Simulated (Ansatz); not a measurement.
# CaTi2Ga2, from a guessed structure to a relaxed one

Starting from a made-up structure for CaTi2Ga2, the aim is the relaxed cell, its shortest contacts and, where a second run follows, its electronic structure.

Calculated with Ansatz 0.2.0; DFT, PBE, plane-wave PAW, files of the set soft_1, scalar-relativistic, no spin, cell and ions relaxed at zero pressure; PAW set soft_1, in the first sound run; inputs show where later runs differ.

**1. The structure**

Symmetry: C2/m, No. 12, monoclinic system. Conventional cell: a = 5.963 Å, b = 6.006 Å, c = 5.986 Å, α = 90.00°, β = 119.55°, γ = 90.00°. Nearest to Ga lie 1 Ga at 2.35 Å and 4 Ti at 2.52 to 2.59 Å and 4 Ca at 3.15 to 3.26 Å. Nearest to Ti lie 4 Ga at 2.52 to 2.59 Å and 4 Ti at 2.98 to 3.02 Å and 4 Ca at 3.34 to 3.37 Å. Nearest to Ca lie 8 Ga at 3.15 to 3.26 Å and 8 Ti at 3.34 to 3.37 Å. Farther neighbours are not listed.

**2. Relaxing cell and atoms**

The guess takes its coordinates from another compound and its volume from a rule, so the cell and any free coordinates are relaxed together.

input.yaml reads:

```yaml
crystal:
  lattice:
    - [2.9815, -3.003, 0.0]
    - [2.9815, 3.003, 0.0]
    - [-2.952192846, 0.0, 5.207374905]
  atoms:
    - { symbol: Ga, position: [0.6019, 0.6019, 0.2252] }
    - { symbol: Ga, position: [0.3981, 0.3981, 0.7748] }
    - { symbol: Ti, position: [0.2486, 0.7514, 0.5] }
    - { symbol: Ti, position: [0.7514, 0.2486, 0.5] }
    - { symbol: Ca, position: [0.0, 0.0, 0.0] }
kpoints:
  mp_grid: { grid: [7, 7, 5] }
scf:
  occupations: { method: fermi_dirac, width: 0.05 }
hamiltonian:
  xc: pbe
  pseudopotentials: { kind: paw, azcp: { folder: soft_1 } }
relax:
  f_tol: 0.015
  max_steps: 70
  cell: {}
output:
  forces: true
  stress: true
```

Run with:

```bash
$ ansatz run input.yaml --threads 4 --pin off --max-ram 8192MiB --backend cpu --events-out ev --progress --plain --runs-dir out
```

Numbers of over 12 decimals in the logs are rounded to 6 here.

Output:

```text
Engine: ansatz 0.2.0, aarch64-unknown-linux-gnu
Pseudopotentials: kind: paw
Pseudopotential: Ga, paw, valence charge 13, recommended cutoff 420 eV (normal), soft_1/Ga.paw.azcp
Pseudopotential: Ti, paw, valence charge 12, recommended cutoff 420 eV (normal), soft_1/Ti.paw.azcp
Pseudopotential: Ca, paw, valence charge 10, recommended cutoff 420 eV (normal), soft_1/Ca.paw.azcp
Functional definition: PBE
  parameter kappa = 0.804
  parameter beta = 0.066725
  exchange = pbe_x(kappa = kappa, mu = beta*pi^2/3)
  correlation = pbe_c(beta = beta)
Crystal: 5 atoms, lattice volume = 93.248 Å³
Basis set: ecut = 420 eV, 1779 PW (Γ), exchange–correlation on 60×60×90 points (8 copies of the dense FFT grid, shifted against one another)
Bands: 36, of which v1, the nominal top of the filled ones, is band 30 counted from 1 (29 counted from 0)
Symmetry: 4 space group operations
Space group: C2/m (ITA 12), of the structure as read, at distance tolerance 4.5e-5 Å
k-points: 72 of 245
Non-local potential: Ga, projectors of the file, l = 0: 2, l = 1: 2, l = 2: 3, l = 3: 1
Non-local potential: Ti, projectors of the file, l = 0: 3, l = 1: 2, l = 2: 3, l = 3: 1
Non-local potential: Ca, projectors of the file, l = 0: 3, l = 1: 2, l = 2: 2
PAW form: soft (Blöchl's): semilocal exchange-correlation on the pseudo side does not see the compensation charge
PAW one-centre angular grid: Ga, 590 points (default); XC on 64 Gauss nodes
PAW one-centre angular grid: Ti, 590 points (default); XC on 64 Gauss nodes
PAW one-centre angular grid: Ca, 110 points (default); XC on 64 Gauss nodes
Initial density: superposition of atomic densities (chi_scale 0.1, normalization cell, long waves kept (reshape's long-wave potential 0.00 eV rms))
Initial wavefunctions: pseudopotential atomic-orbital guess
Functional: x = pbe(κ = 0.804, μ = 0.219515), c = pbe(β = 0.066725)
SCF iter   1: F=—  HF=-14383.617176 eV  |F-HF|=—  |Δ(HF+E_count)|=         —  Δρ=5.10e-2  dr2=3.21e0  ethr=3.10e-3  ⟨swp⟩=8.4  Hψ=10868  notcnv=0
preconditioner: auto → Kerker (q_TF=auto, 2.535 Å⁻¹)  [metal: Δε(μ)=0.019 eV  Ē_g=11.030 eV  σ=0.050 eV  W_gap=0.09  n_scr=32 (ndim 8)  ℏωp=24.9 eV  f_vac=0.000  D(μ)=5.27/eV (n_scr^D=42)]
SCF iter   2: F=—  HF=-14382.777451 eV  |F-HF|=—  |Δ(HF+E_count)|=   8.40e-1  Δρ=2.40e-2  dr2=7.70e-1  ethr=3.10e-3  ⟨swp⟩=2.3  Hψ=4931  notcnv=0  defer=2
SCF iter   3: F=—  HF=-14382.615913 eV  |F-HF|=—  |Δ(HF+E_count)|=   1.62e-1  Δρ=1.27e-2  dr2=2.70e-1  ethr=1.28e-3  ⟨swp⟩=2.1  Hψ=4322  notcnv=0  defer=2
SCF iter   4: F=—  HF=-14382.567773 eV  |F-HF|=—  |Δ(HF+E_count)|=   4.81e-2  Δρ=4.55e-3  dr2=1.95e-2  ethr=4.50e-4  ⟨swp⟩=2.4  Hψ=4394  notcnv=0  defer=2
SCF iter   5: F=—  HF=-14382.568927 eV  |F-HF|=—  |Δ(HF+E_count)|=   1.15e-3  Δρ=1.43e-3  dr2=2.80e-3  ethr=3.26e-5  ⟨swp⟩=2.9  Hψ=4470  notcnv=0  defer=2
SCF iter   6: F=—  HF=-14382.568358 eV  |F-HF|=—  |Δ(HF+E_count)|=   5.69e-4  Δρ=4.12e-4  dr2=2.50e-4  ethr=4.67e-6  ⟨swp⟩=2.1  Hψ=3861  notcnv=0  defer=2
SCF iter   7: F=—  HF=-14382.568361 eV  |F-HF|=—  |Δ(HF+E_count)|=   3.47e-6  Δρ=1.47e-4  dr2=3.65e-5  ethr=4.17e-7  ⟨swp⟩=2.0  Hψ=3901  notcnv=0  defer=2
SCF iter   8: F=—  HF=-14382.568346 eV  |F-HF|=—  |Δ(HF+E_count)|=   1.53e-5  Δρ=4.14e-5  dr2=1.40e-6  ethr=6.08e-8  ⟨swp⟩=2.0  Hψ=3123  notcnv=0  defer=2
SCF iter   9: F=—  HF=-14382.568347 eV  |F-HF|=—  |Δ(HF+E_count)|=   4.28e-7  Δρ=1.17e-5  dr2=1.18e-7  ethr=2.33e-9  ⟨swp⟩=2.0  Hψ=4108  notcnv=0  defer=2
SCF iter  10: F=-14382.568347 eV  HF=-14382.568347 eV  |F-HF|=1.32e-9  |Δ(HF+E_count)|=   1.87e-8  Δρ=2.54e-6  dr2=6.07e-9  ethr=1.67e-10  ⟨swp⟩=4.0  Hψ=7617  notcnv=0
SCF 1 converged in 10 iterations: F = -14382.568347 eV  dr2 = 6.07e-9
  greatest PAW one-centre occupation: 0.999 electrons in one spin orbital (limit 2), on the Ti atom at site 3 (counted from 0), in its partial waves of l = 0
relax step   1: F+E_penalty+E_count = -14382.56834658 eV  Δ(F+E_penalty+E_count) = +0.000e0 eV  max|allowed force component| = 3.644e-1 eV/Å  Δτ_max = 0.0000 Å  P = +11.527 GPa  Ω = 93.248 Å³  (10 SCF iters, dr2 threshold 1.00e-7 eV, accepted)
Crystal: 5 atoms, lattice volume = 100.257 Å³
Basis set: ecut = 420 eV, 1971 PW (Γ), exchange–correlation on 60×60×90 points (8 copies of the dense FFT grid, shifted against one another)
Initial density: handed on by an earlier stage of this run
Initial wavefunctions: those handed on with the density
iter 1 solved again at ethr=2.12e-4 eV; its pass at ethr=3.10e-3 eV (dr2=1.27e-1 eV) is discarded
SCF iter   1: F=—  HF=-14383.074648 eV  |F-HF|=—  |Δ(HF+E_count)|=         —  Δρ=6.86e-3  dr2=1.26e-1  ethr=2.12e-4  ⟨swp⟩=1.2  Hψ=14619  notcnv=0
preconditioner: auto → Kerker (q_TF=auto, 2.505 Å⁻¹)  [metal: Δε(μ)=0.013 eV  Ē_g=12.030 eV  σ=0.050 eV  W_gap=0.07  n_scr=32 (ndim 8)  ℏωp=24.0 eV  f_vac=0.000  D(μ)=6.77/eV (n_scr^D=78)]
SCF iter   2: F=—  HF=-14383.062520 eV  |F-HF|=—  |Δ(HF+E_count)|=   1.21e-2  Δρ=3.18e-3  dr2=3.40e-2  ethr=2.11e-4  ⟨swp⟩=2.1  Hψ=2974  notcnv=0
SCF iter   3: F=—  HF=-14383.058436 eV  |F-HF|=—  |Δ(HF+E_count)|=   4.08e-3  Δρ=1.71e-3  dr2=4.12e-3  ethr=5.67e-5  ⟨swp⟩=2.0  Hψ=3813  notcnv=0
SCF iter   4: F=—  HF=-14383.056622 eV  |F-HF|=—  |Δ(HF+E_count)|=   1.81e-3  Δρ=6.18e-4  dr2=4.96e-4  ethr=6.86e-6  ⟨swp⟩=2.0  Hψ=3888  notcnv=0
SCF iter   5: F=—  HF=-14383.056646 eV  |F-HF|=—  |Δ(HF+E_count)|=   2.44e-5  Δρ=2.59e-4  dr2=8.01e-5  ethr=8.27e-7  ⟨swp⟩=2.0  Hψ=3908  notcnv=0
SCF iter   6: F=—  HF=-14383.056632 eV  |F-HF|=—  |Δ(HF+E_count)|=   1.41e-5  Δρ=7.52e-5  dr2=6.13e-6  ethr=1.33e-7  ⟨swp⟩=2.0  Hψ=3825  notcnv=0
SCF iter   7: F=—  HF=-14383.056633 eV  |F-HF|=—  |Δ(HF+E_count)|=   1.10e-6  Δρ=2.22e-5  dr2=9.00e-7  ethr=1.02e-8  ⟨swp⟩=2.0  Hψ=3872  notcnv=0
SCF iter   8: F=-14383.056633 eV  HF=-14383.056633 eV  |F-HF|=9.44e-10  |Δ(HF+E_count)|=   8.37e-8  Δρ=7.06e-6  dr2=3.70e-8  ethr=8.33e-10  ⟨swp⟩=4.1  Hψ=9295  notcnv=0
SCF 2 converged in 8 iterations: F = -14383.056633 eV  dr2 = 3.70e-8
relax step   2: F+E_penalty+E_count = -14383.05663316 eV  Δ(F+E_penalty+E_count) = -4.883e-1 eV  max|allowed force component| = 2.084e-1 eV/Å  Δτ_max = 0.0265 Å  P = +3.760 GPa  Ω = 100.257 Å³  energy of the carried Pulay correction = -1.384e-3 eV  (8 SCF iters, dr2 threshold 5.00e-7 eV, accepted)
Crystal: 5 atoms, lattice volume = 102.855 Å³
Basis set: ecut = 420 eV, 1991 PW (Γ), exchange–correlation on 60×60×90 points (8 copies of the dense FFT grid, shifted against one another)
iter 1 solved again at ethr=1.11e-4 eV; its pass at ethr=3.10e-3 eV (dr2=6.65e-2 eV) is discarded
SCF iter   1: F=—  HF=-14383.289560 eV  |F-HF|=—  |Δ(HF+E_count)|=         —  Δρ=5.15e-3  dr2=6.57e-2  ethr=1.11e-4  ⟨swp⟩=1.3  Hψ=14947  notcnv=0
preconditioner: auto → Kerker (q_TF=auto, 2.494 Å⁻¹)  [metal: Δε(μ)=0.027 eV  Ē_g=11.966 eV  σ=0.050 eV  W_gap=0.13  n_scr=32 (ndim 8)  ℏωp=23.7 eV  f_vac=0.000  D(μ)=5.95/eV (n_scr^D=60)]
SCF iter   2: F=—  HF=-14383.284823 eV  |F-HF|=—  |Δ(HF+E_count)|=   4.74e-3  Δρ=2.50e-3  dr2=1.57e-2  ethr=1.10e-4  ⟨swp⟩=2.1  Hψ=3103  notcnv=0
SCF iter   3: F=—  HF=-14383.283622 eV  |F-HF|=—  |Δ(HF+E_count)|=   1.20e-3  Δρ=8.71e-4  dr2=1.14e-3  ethr=2.62e-5  ⟨swp⟩=2.2  Hψ=3699  notcnv=0
SCF iter   4: F=—  HF=-14383.283417 eV  |F-HF|=—  |Δ(HF+E_count)|=   2.04e-4  Δρ=4.96e-4  dr2=2.82e-4  ethr=1.91e-6  ⟨swp⟩=2.0  Hψ=3864  notcnv=0
SCF iter   5: F=—  HF=-14383.283317 eV  |F-HF|=—  |Δ(HF+E_count)|=   1.01e-4  Δρ=1.66e-4  dr2=4.85e-5  ethr=4.70e-7  ⟨swp⟩=2.0  Hψ=3795  notcnv=0
SCF iter   6: F=—  HF=-14383.283309 eV  |F-HF|=—  |Δ(HF+E_count)|=   8.30e-6  Δρ=4.78e-5  dr2=2.74e-6  ethr=8.08e-8  ⟨swp⟩=2.0  Hψ=3183  notcnv=0
SCF iter   7: F=-14383.283309 eV  HF=-14383.283309 eV  |F-HF|=1.01e-7  |Δ(HF+E_count)|=   3.54e-7  Δρ=1.36e-5  dr2=2.34e-7  ethr=8.33e-10  ⟨swp⟩=5.0  Hψ=10896  notcnv=0
SCF 3 converged in 7 iterations: F = -14383.283309 eV  dr2 = 2.34e-7
relax step   3: F+E_penalty+E_count = -14383.28330886 eV  Δ(F+E_penalty+E_count) = -2.267e-1 eV  max|allowed force component| = 1.047e-1 eV/Å  Δτ_max = 0.0323 Å  P = +0.940 GPa  Ω = 102.855 Å³  energy of the carried Pulay correction = -1.873e-3 eV  (7 SCF iters, dr2 threshold 5.00e-7 eV, accepted)
[...]
relax step   4: F+E_penalty+E_count = -14383.37699789 eV  Δ(F+E_penalty+E_count) = -9.369e-2 eV  max|allowed force component| = 1.340e-1 eV/Å  Δτ_max = 0.0309 Å  P = -0.046 GPa  Ω = 103.045 Å³  energy of the carried Pulay correction = -1.908e-3 eV  (7 SCF iters, dr2 threshold 5.00e-7 eV, accepted)
[...]
relax step   5: F+E_penalty+E_count = -14383.38114211 eV  Δ(F+E_penalty+E_count) = -4.144e-3 eV  max|allowed force component| = 6.749e-2 eV/Å  Δτ_max = 0.0050 Å  P = +0.031 GPa  Ω = 102.800 Å³  energy of the carried Pulay correction = -1.862e-3 eV  (6 SCF iters, dr2 threshold 5.00e-7 eV, accepted)
[...]
relax step   6: F+E_penalty+E_count = -14383.38162663 eV  Δ(F+E_penalty+E_count) = -4.845e-4 eV  max|allowed force component| = 4.341e-3 eV/Å  Δτ_max = 0.0052 Å  P = +0.034 GPa  Ω = 102.865 Å³  energy of the carried Pulay correction = -1.874e-3 eV  (6 SCF iters, dr2 threshold 2.85e-7 eV, accepted)
[...]
relax step   7: F+E_penalty+E_count = -14383.39004913 eV  Δ(F+E_penalty+E_count) = -8.422e-3 eV  max|allowed force component| = 4.365e-3 eV/Å  Δτ_max = 0.0000 Å  P = +0.189 GPa  Ω = 102.865 Å³  stress off target by 4.68e-1 GPa  SCF on the basis re-selected at this cell (its energy is not comparable with the rows above)  (8 SCF iters)
[...]
relax step   8: F+E_penalty+E_count = -14383.39064752 eV  Δ(F+E_penalty+E_count) = -5.984e-4 eV  max|allowed force component| = 2.656e-3 eV/Å  Δτ_max = 0.0010 Å  P = -0.010 GPa  Ω = 103.100 Å³  energy of the carried Pulay correction = -4.710e-5 eV  (6 SCF iters, dr2 threshold 5.00e-7 eV, accepted)
iter 1 solved again at ethr=1.98e-7 eV; its pass at ethr=3.10e-3 eV (dr2=1.19e-4 eV) is discarded
SCF iter   1: F=—  HF=-14383.390694 eV  |F-HF|=—  |Δ(HF+E_count)|=         —  Δρ=3.82e-5  dr2=3.87e-8  ethr=1.98e-7  ⟨swp⟩=3.0  Hψ=16049  notcnv=0
eigensolver tolerance schedule: the retry pair's looser diagonalisation over-reported the residual by 3071.93 of it (diagonalisation noise at 0.24 of the residual, at the tolerance the schedule requests for it); recorded, not acted on — ethr = c·dr2/N_el stays at c = 1.0e-1
preconditioner: auto → Kerker (q_TF=auto, 2.493 Å⁻¹)  [metal: Δε(μ)=0.021 eV  Ē_g=11.951 eV  σ=0.050 eV  W_gap=0.10  n_scr=32 (ndim 8)  ℏωp=23.7 eV  f_vac=0.000  D(μ)=6.70/eV (n_scr^D=62)]
SCF iter   2: F=—  HF=-14383.390694 eV  |F-HF|=—  |Δ(HF+E_count)|=   2.48e-7  Δρ=1.97e-5  dr2=1.61e-8  ethr=6.44e-11  ⟨swp⟩=2.2  Hψ=4835  notcnv=0
SCF iter   3: F=—  HF=-14383.390696 eV  |F-HF|=—  |Δ(HF+E_count)|=   1.93e-6  Δρ=3.66e-6  dr2=1.21e-9  ethr=2.68e-11  ⟨swp⟩=2.0  Hψ=3801  notcnv=0
SCF iter   4: F=—  HF=-14383.390696 eV  |F-HF|=—  |Δ(HF+E_count)|=   6.17e-8  Δρ=9.31e-7  dr2=2.90e-10  ethr=2.01e-12  ⟨swp⟩=2.0  Hψ=3958  notcnv=0
SCF iter   5: F=—  HF=-14383.390696 eV  |F-HF|=—  |Δ(HF+E_count)|=   3.89e-9  Δρ=1.92e-7  dr2=5.94e-11  ethr=1.00e-12  ⟨swp⟩=2.0  Hψ=3366  notcnv=0
SCF iter   6: F=-14383.390696 eV  HF=-14383.390696 eV  |F-HF|=0.00e0  |Δ(HF+E_count)|=  1.46e-11  Δρ=5.92e-8  dr2=6.10e-12  ethr=1.00e-12  ⟨swp⟩=4.0  Hψ=8276  notcnv=0
SCF 9 converged in 6 iterations: F = -14383.390696 eV  dr2 = 6.10e-12
relax step   9: F+E_penalty+E_count = -14383.39069579 eV  Δ(F+E_penalty+E_count) = -4.826e-5 eV  max|allowed force component| = 2.644e-3 eV/Å  Δτ_max = 0.0000 Å  P = -0.010 GPa  Ω = 103.100 Å³  stress off target by 3.18e-2 GPa  SCF on the basis re-selected at this cell (its energy is not comparable with the rows above)  (6 SCF iters)
basis re-selected at this cell: Δ(F+E_penalty+E_count) = -4.826e-5 eV, ΔP = -0.001 GPa vs the last step (what re-selecting the basis moved, of the pressure what is left beyond the Pulay correction that the steps carried, after the strain that the cell walked since its last selection, with what the two solves' SCF thresholds leave and, on support functions, any second-order correction that the steps lacked; it is no m [...]
SCF converged after 6 iterations
Free energy (F): -14383.390696 eV
Harris-Foulkes:  -14383.390696 eV  (|F-HF|=0.00e0)
Internal energy: -14383.334553 eV  (E = F + TS)
E sigma→0 (E₀):  -14383.362625 eV
Entropy (-TS):   -0.056142 eV (-11.228 meV/atom)
Fermi energy:    9.654405 eV
--- Per-component energies (eV) ---
  E_band       = -573.078192
  E_kinetic    = 1038.405271
  E_local      = -5602.236394  (includes V_loc(G=0)·N_el)
  E_nonlocal   = 21.257980
  E_hartree    = 2875.862461
  E_xc         = -487.514110
  E_vxc        = -562.308219  (∫ρ·V_xc dr)
  E_paw        = -6924.746461  (= ΣΔE_a)
  E_vpaw       = -1219.921293  (= ΣTr[D̂ρ^β])
  E_aug_tail   = -0.000582  (compensation charges beyond the density's cutoff)
  E_ewald      = -5304.362719
  E_smearing   = -0.056142  (= −TS)
  E_closure    = 0.000000  (closes the sum)
  Σ components = -14383.390696   (vs F -14383.390696, Δ=0.00e0)
--- Forces (eV/Å), atoms counted from 1 ---
  atom   1  Ga    -0.00016391     0.00000000    -0.00123359
  atom   2  Ga     0.00016391    -0.00000000     0.00123359
  atom   3  Ti     0.00000000     0.00264445     0.00000000
  atom   4  Ti    -0.00000000    -0.00264445     0.00000000
  atom   5  Ca     0.00000000     0.00000000     0.00000000
  max |Σ_I F_I| component: 2.71e-20 eV/Å
--- Stress (GPa, compression-positive) ---
       -0.025942       0.000000      -0.001827
        0.000000      -0.031825       0.000000
       -0.001827       0.000000       0.026781
  P = ⅓ Tr σ = -0.0103 GPa (-0.103 kbar)
--- Relaxed structure (7 steps of the walk, 7 accepted, 2 SCFs on fresh bases) ---
  F+E_penalty+E_count = -14383.39069579 eV   max|allowed force component| = 2.644e-3 eV/Å   (the final SCF, on the basis selected at the relaxed cell)
  cell:  # Å, volume = 103.0999 Å³
    - [2.922417, -2.916796, -0.00728057]
    - [2.922417, 2.916796, -0.00728057]
    - [-2.906407, 1.8699946096358308e-17, 6.054797]
  atoms:
    - { symbol: Ga, position: [0.606948, 0.606948, 0.213768] }
    - { symbol: Ga, position: [0.393052, 0.393052, 0.786232] }
    - { symbol: Ti, position: [0.249934, 0.750066, 0.5] }
    - { symbol: Ti, position: [0.750066, 0.249934, 0.5] }
    - { symbol: Ca, position: [0, 0, 0] }
```

The job ended after 42 s (4 threads of Arm Neoverse V1, shared host; peak memory 0.58 GiB; 2.6 min of CPU time).

Step by step:

| step | energy less that of the first step (eV) | largest force component (eV/Å) | pressure (GPa) | volume (Å³) |
| --- | --- | --- | --- | --- |
| 1 | 0.0000 | 0.3644 | 11.53 | 93.25 |
| 2 | -0.4883 | 0.2084 | 3.76 | 100.26 |
| 3 | -0.7150 | 0.1047 | 0.94 | 102.86 |
| 4 | -0.8087 | 0.1340 | -0.05 | 103.05 |
| 5 | -0.8128 | 0.0675 | 0.03 | 102.80 |
| 6 | -0.8133 | 0.0043 | 0.03 | 102.87 |
| 7* | -0.8217 | 0.0044 | 0.19 | 102.87 |
| 8 | -0.8223 | 0.0027 | -0.01 | 103.10 |
| 9* | -0.8223 | 0.0026 | -0.01 | 103.10 |

Relaxation steps marked * repeat the geometry before them on a plane-wave basis chosen anew for their cell, so energy and pressure can jump there.

Forces are held to the 4 operations that the run works with; a distortion that breaks them can't arise in this run.

| cell as run | before | after | change |
| --- | --- | --- | --- |
| a (Å) | 4.232 | 4.129 | -2.4 % |
| b (Å) | 4.232 | 4.129 | -2.4 % |
| c (Å) | 5.986 | 6.716 | +12.2 % |
| α (°) | 110.33 | 107.93 | -2.2 % |
| β (°) | 110.33 | 107.93 | -2.2 % |
| γ (°) | 90.41 | 89.89 | -0.6 % |
| volume (Å³/atom) | 18.65 | 20.62 | +10.6 % |

The atoms that moved most (Å, as changes of fractional coordinates times the final cell):

| atom | dx | dy | dz | length |
| --- | --- | --- | --- | --- |
| Ga1 | 0.063 | 0.000 | -0.069 | 0.093 |
| Ga2 | -0.063 | 0.000 | 0.069 | 0.093 |
| Ti4 | 0.000 | 0.008 | 0.000 | 0.008 |
| Ti3 | 0.000 | -0.008 | 0.000 | 0.008 |

Final coordinates:

```xyz
5
Lattice="2.9224 -2.9168 -0.0073 2.9224 2.9168 -0.0073 -2.9064 0.0000 6.0548" Properties=species:S:1:pos:R:3 pbc="T T T"
Ga    2.9262    0.0000    1.2855
Ga    0.0122    0.0000    4.7548
Ti    1.4692    1.4588    3.0201
Ti    1.4692   -1.4588    3.0201
Ca    0.0000    0.0000    0.0000
```

Numbers from this step:

```
free energy             : -14383.3907 eV
energy at zero smearing : -14383.3626 eV
smearing term TS        : 0.05614 eV
Fermi energy            : 9.654 eV
electrons               : 60
symmetry operations     : 4
pressure                : -0.01033 GPa
```

The shortest distance of each pair, which need not be the same contact before and after:

| pair | guess (Å) | relaxed (Å) |
| --- | --- | --- |
| Ga–Ga | 2.348 | 2.586 |
| Ga–Ti | 2.518 | 2.694 |
| Ti–Ti | 2.982 | 2.916 |
| Ca–Ga | 3.151 | 3.190 |
| Ca–Ti | 3.345 | 3.661 |

The relaxation ends with a largest force component of 0.0026 eV/Å and a pressure of -0.01 GPa.

[end of part 1 of 2]

[Logs are printed without paths, hosts, clocks, repeated set-up lines and the standing remarks that a program may print on its own settings, such as how far it seeks lower states.]

[Hosts, paths, dates, database ids (printed as entryN), source tags and the programs' standing remarks are cut or masked in the printed files.]
